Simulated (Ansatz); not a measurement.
# Decaying states in the gap of SrTlBr3, part 3 of 3

A new crystal, SrTlBr3: structure, gap and complex bands. It is built by putting Sr for Ca, Tl for Rb in the RbCaBr3 structure of space group Pm-3m, with the volume rescaled by atomic radii. The parent structure comes from the Materials Project.

Ansatz 0.2.0; r2SCAN DFT, plane waves, PAW files (the session's first sound run).

So far, gap on path (eV): step 3 (band edges, r2SCAN) 3.62; step 6 (PBEsol, cutoff 420 eV) 3.09.

The structure was built from a prototype and need not be the compound's stable phase.

## (7) Complex bands at another level, cutoff 420 eV

This step: PBEsol DFT, plane waves, PAW files; complex bands by layer matching along the plane's normal (Ansatz 0.2.0).

The complex bands at that level, over its own gap, at (0, 0) and (0, -0.5).

File input.yaml:

```yaml
crystal:
  lattice:
    - [5.904822498, 0.0, 0.0]
    - [0.0, 5.904822498, 0.0]
    - [0.0, 0.0, 5.904822498]
  atoms:
    - { symbol: Tl, position: [0.5, 0.5, 0.5] }
    - { symbol: Sr, position: [0.0, 0.0, 0.0] }
    - { symbol: Br, position: [0.5, 0.0, 0.0] }
    - { symbol: Br, position: [0.0, 0.5, 0.0] }
    - { symbol: Br, position: [0.0, 0.0, 0.5] }
kpoints:
  mp_grid: { grid: [4, 4, 4] }
scf:
  occupations: { method: fixed }
hamiltonian:
  xc: pbesol
output:
  eigenvalues: true
  transmission:
    leads: [[0, 0]]
    kpoints: [[0.0, 0.0], [0.0, -0.5]]
    e_range: [-1.0, 4.09]
    de: 0.08
```

The run is started by

```bash
$ ansatz run input.yaml --threads 2 --pin off --max-ram 4096MiB --backend cpu --events-out ev --progress --plain --runs-dir out
```

Numbers of over 12 decimals in the logs are rounded to 6 here.

The program printed:

```text
[...]
Crystal: 5 atoms, lattice volume = 205.883 Å³
Basis set: ecut = 420 eV, 3959 PW (Γ)
Bands: 27, of which v1, the nominal top of the filled ones, is band 22 counted from 1 (21 counted from 0)
Symmetry: 48 space group operations
[...]
k-points: 10 of 64
[...]
SCF iter   1: F=—  HF=-23004.525800 eV  |F-HF|=—  |Δ(HF+E_count)|=         —  Δρ=1.55e-3  dr2=6.47e-3  ethr=1.77e-3  ⟨swp⟩=5.1  Hψ=1257  notcnv=0  defer=19
[...]
SCF iter   6: F=-23004.525910 eV  HF=-23004.525910 eV  |F-HF|=2.78e-8  |Δ(HF+E_count)|=   3.42e-7  Δρ=2.22e-6  dr2=1.17e-8  ethr=2.27e-10  ⟨swp⟩=12.2  Hψ=1380  notcnv=0
SCF 1 converged in 6 iterations: F = -23004.525910 eV  dr2 = 1.17e-8
[...]
transmission: 12 of 24 steps passed
transmission: 24 of 24 steps passed
SCF converged after 6 iterations
Free energy (F): -23004.525910 eV
[...]
Internal energy: -23004.525910 eV  (E = F + TS)
E sigma→0 (E₀):  -23004.525910 eV
Fermi energy:    1.534905 eV
[...]
--- Band table (eV; the first three rows and the last of 10) ---
  k-point 0: bands = [... 18 lower, 1.0568, 1.2437, 1.2437, 1.2437, 6.0481, 6.0481, 6.0481, 6.7551, ... 1 higher]
  k-point 1: bands = [... 18 lower, 0.9672, 1.0082, 1.2099, 1.2099, 5.1705, 5.8166, 5.8166, 6.8085, ... 1 higher]
  k-point 2: bands = [... 18 lower, 0.9327, 0.9614, 1.2136, 1.2136, 4.6234, 5.6437, 5.6437, 6.8661, ... 1 higher]
  k-point 9: bands = [... 18 lower, 0.1491, 1.5349, 1.5349, 1.5349, 5.9207, 5.9207, 5.9207, 8.3903, ... 1 higher]
--- Transmission ---
  basis      : 301 plane waves across, 12 finite elements along
  points     : 2, as listed
[...]
crystal 0  : Sr1Br3Tl1, at the sites [0, 0], period 5.9048 Å: whole cells are its period
[...]
channels       : 0.000000e0 a spin
[...]
slowest decay  : 0.3079 /Å at (0.0000, 0.0000)
```

Wall time 95 s (2 threads of Arm Neoverse V2, shared host); peak memory 1 GiB.

This step gave:

| Property | Result |
| --- | --- |
| level to which the leads are filled | 1.544 eV from the Fermi level |
| decay constant at the filling level, zone centre | 0.3079 Å⁻¹ |
| decay constant at the filling level, slowest listed point | 0.3079 Å⁻¹ |

K parallel (0, 0); values up to 1.5 1/Å, a degenerate pair printed once or twice; energies at which all values exceed this have no row. The Im kz of the slowest decaying states by energy, zero at the highest filled level on the SCF mesh:

| energy (eV) | decay 1 (Å⁻¹) | decay 2 (Å⁻¹) | decay 3 (Å⁻¹) | decay 4 (Å⁻¹) |
| --- | --- | --- | --- | --- |
| -1.0000 | 0.105 | 0.224 | 0.535 | 0.819 |
| -0.7600 | 0.186 | 0.399 | 0.692 | 0.950 |
| -0.5200 | 0.216 | 0.488 | 0.934 | 1.28 |
| -0.2800 | 0.0391 | 0.0893 | 0.319 | 0.326 |
| -0.0400 | 0.165 | 0.294 | 0.362 | 0.479 |
| 0.2800 | 0.225 | 0.380 | 0.390 | 0.544 |
| 0.5200 | 0.252 | 0.398 | 0.417 | 0.572 |
| 0.7600 | 0.272 | 0.400 | 0.442 | 0.590 |
| 1.0000 | 0.286 | 0.395 | 0.459 | 0.602 |
| 1.2400 | 0.297 | 0.386 | 0.470 | 0.610 |
| 1.4800 | 0.306 | 0.372 | 0.477 | 0.613 |
| 1.7200 | 0.312 | 0.353 | 0.479 | 0.614 |
| 1.9600 | 0.316 | 0.329 | 0.479 | 0.613 |
| 2.2800 | 0.287 | 0.318 | 0.473 | 0.595 |
| 2.5200 | 0.246 | 0.319 | 0.467 | 0.571 |
| 2.7600 | 0.191 | 0.317 | 0.457 | 0.542 |
| 3.0000 | 0.101 | 0.315 | 0.446 | 0.507 |
| 3.2400 | 0.311 | 0.433 | 0.464 | 0.572 |
| 3.4800 | 0.306 | 0.410 | 0.417 | 0.560 |
| 3.7200 | 0.300 | 0.338 | 0.400 | 0.546 |
| 3.9600 | 0.221 | 0.293 | 0.381 | 0.530 |

K parallel (0, -0.5); values up to 1.5 1/Å, a degenerate pair printed once or twice; energies at which all values exceed this have no row. The Im kz of the slowest decaying states by energy, zero at the highest filled level on the SCF mesh:

| energy (eV) | decay 1 (Å⁻¹) | decay 2 (Å⁻¹) | decay 3 (Å⁻¹) | decay 4 (Å⁻¹) |
| --- | --- | --- | --- | --- |
| -1.00 | 0.181 | 0.191 | 0.198 | 0.409 |
| -0.76 | 0.0689 | 0.133 | 0.292 | 0.939 |
| -0.60 | 0.0278 | 0.338 | 0.392 | 0.952 |
| -0.36 | 0.306 | 0.386 | 0.501 | 0.922 |
| -0.20 | 0.125 | 0.199 | 0.377 | 0.407 |
| -0.04 | 0.179 | 0.287 | 0.423 | 0.428 |
| 0.04 | 0.114 | 0.198 | 0.317 | 0.430 |
| 0.20 | 0.226 | 0.245 | 0.363 | 0.440 |
| 0.44 | 0.255 | 0.356 | 0.409 | 0.449 |
| 0.60 | 0.269 | 0.414 | 0.430 | 0.451 |
| 0.84 | 0.285 | 0.451 | 0.454 | 0.495 |
| 1.00 | 0.294 | 0.449 | 0.465 | 0.568 |
| 1.24 | 0.302 | 0.442 | 0.476 | 0.591 |
| 1.40 | 0.306 | 0.436 | 0.481 | 0.584 |
| 1.64 | 0.308 | 0.424 | 0.485 | 0.570 |
| 1.80 | 0.308 | 0.415 | 0.485 | 0.559 |
| 2.04 | 0.302 | 0.399 | 0.483 | 0.538 |
| 2.20 | 0.293 | 0.389 | 0.480 | 0.523 |
| 2.44 | 0.270 | 0.375 | 0.474 | 0.495 |
| 2.60 | 0.245 | 0.368 | 0.468 | 0.473 |
| 2.84 | 0.186 | 0.358 | 0.435 | 0.457 |
| 3.00 | 0.116 | 0.353 | 0.404 | 0.448 |
| 3.24 | 0.345 | 0.346 | 0.433 | 0.530 |
| 3.40 | 0.293 | 0.341 | 0.422 | 0.515 |
| 3.64 | 0.160 | 0.312 | 0.334 | 0.402 |
| 3.80 | 0.119 | 0.329 | 0.387 | 0.715 |
| 4.04 | 0.166 | 0.320 | 0.362 | 0.703 |

At the listed wavevectors the last open channel is at -0.04 eV and the next at +3.16 eV on the grid. At +1.56 eV, the grid energy nearest the filling level (the middle of the gap on the SCF mesh), the slowest state at the listed wavevectors decays with κ = 0.308 Å⁻¹, its amplitude falling by e over 3.2 Å; the first such run, plane (001), gave 0.332 Å⁻¹.

## (8) A repeat with changed settings

This step: r2SCAN DFT, plane waves, PAW files; complex bands by layer matching along the plane's normal; changed: kpoints.mp_grid.kspacing = 0.3, scf.max_iter = 50 (Ansatz 0.2.0).

This run repeats an earlier one, its twin (the complex run, plane (001)), with two settings changed (kpoints.mp_grid.kspacing, scf.max_iter; files written aside). The setting was drawn as a possible misstep, on purpose. Where the input is shown as a difference, that is against the step before, not the twin.

input.yaml, as its differences from that of step 7:

```diff
@@ -12,7 +12,8 @@
 kpoints:
-  mp_grid: { grid: [4, 4, 4] }
+  mp_grid: { grid: [4, 4, 4], kspacing: 0.3 }
 scf:
   occupations: { method: fixed }
+  max_iter: 50
 hamiltonian:
-  xc: pbesol
+  xc: r2scan
 output:
@@ -22,3 +23,3 @@
     kpoints: [[0.0, 0.0], [0.0, -0.5]]
-    e_range: [-1.0, 4.09]
-    de: 0.08
+    e_range: [-1.0, 4.62]
+    de: 0.09
```

The program printed:

```text
Error: invalid value for `kpoints.mp_grid.kspacing`: mutually exclusive with `grid` — set one or the other
```

It took 0.19 s on 2 threads; peak memory 0.085 GiB.

The input was rejected at the start.

The program's message: “Error: invalid value for `kpoints.mp_grid.kspacing`: mutually exclusive with `grid` — set one or the other”

The change that led to it: kpoints.mp_grid.kspacing = 0.3.

## (9) What came out

- band gap: 3.62 eV
- least decay constant at mid-gap, normal to (001): 0.332 Å⁻¹
- least decay constant on a mesh, normal to (001): 0.332 Å⁻¹
- least decay constant, PBEsol: 0.308 Å⁻¹

What this shows: With r2SCAN, the slowest decay at the wavevectors tried is κ = 0.332 Å⁻¹, normal to (001). Through such a film the transmission near mid-gap falls as exp(−2κd), a factor of ten every 3.5 Å. A free electron under a barrier of half the gap would need a mass of 0.23 mₑ to decay at this rate. With PBEsol the gap goes from 3.62 to 3.09 eV and the decay constant, over the first 2 listed wavevectors, from 0.332 to 0.308 Å⁻¹. The compound is made up by substitution; its stability against other phases and against distortions of the cell's symmetry was not tested. r2SCAN still narrows gaps, if less than LDA and GGA do, while spin-orbit coupling, left out here, narrows them in compounds of heavy elements, so the error in κ can go either way.

[Logs are printed without paths, hosts, clocks, repeated set-up lines and the standing remarks that a program may print on its own settings, such as how far it seeks lower states.]

[Hosts, paths, dates, database ids (printed as entryN), source tags and the programs' standing remarks are cut or masked in the printed files.]
